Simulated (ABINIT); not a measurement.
An input for ABINIT 10.8.3 (CsPbI2Br (P4/mmm)):

```
acell 3*1.0 Angstrom
rprim 
  6.375296000000 0.000000000000 0.000000000000
  0.000000000000 6.375296000000 0.000000000000
  0.000000000000 0.000000000000 5.962220000000
ntypat 4
znucl 55 82 53 35
natom 5
typat 1 2 3 3 4
xred 
  0.500000000000 0.500000000000 0.500000000000
  0.000000000000 0.000000000000 0.000000000000
  0.000000000000 0.500000000000 0.000000000000
  0.500000000000 0.000000000000 0.000000000000
  0.000000000000 0.000000000000 0.500000000000
pp_dirpath "pseudos"
pseudos "Cs.upf, Pb.upf, I.upf, Br.upf"
ecut 31
ngkpt 2 2 2
nshiftk 1
shiftk 0 0 0
kptopt 1
chksymbreak 0
istwfk *1
occopt 1
irdwfk 1
optdriver 3
nband 277
ecuteps 4.5
inclvkb 2
awtr 1
symchi 1
gwcalctyp 2
nfreqre 4
freqremax 40 eV
nfreqim 4
spmeth 1
nomegasf 120
indata_prefix "in"
outdata_prefix "out"
tmpdata_prefix "tmp"
```

```sh
OMP_NUM_THREADS=1 mpirun -n 4 abinit run.abi > log
```

**Question.** How long will it take on 4 MPI ranks of Arm Neoverse V2, shared host, and how much memory?

It took 5.7 min; on shared hardware allow 2.9 min to 11 min. Peak host memory was 5.8 GiB.

[Paths, hosts, dates, memory and timing lines, banners, echoed tables and standing remarks are left out of the program output.]

[Logs are printed without paths, hosts, clocks, repeated set-up lines and the standing remarks that a program may print on its own settings, such as how far it seeks lower states.]

[Runs of the session that timed out or met a known fault of the program may be left out.]

[Hosts, paths, dates, database ids (printed as entryN), source tags and the programs' standing remarks are cut or masked in the printed files.]

[G0W0 gaps are taken among the corrected bands and points alone; a level outside them can change the order at an edge.]

[Where Ansatz stands beside ABINIT at settings called matched, ABINIT's density can come from a denser mesh and the files from another edition; pairs whose starting gaps differed by over 0.03 eV were left out, so agreement reads better than it is.]
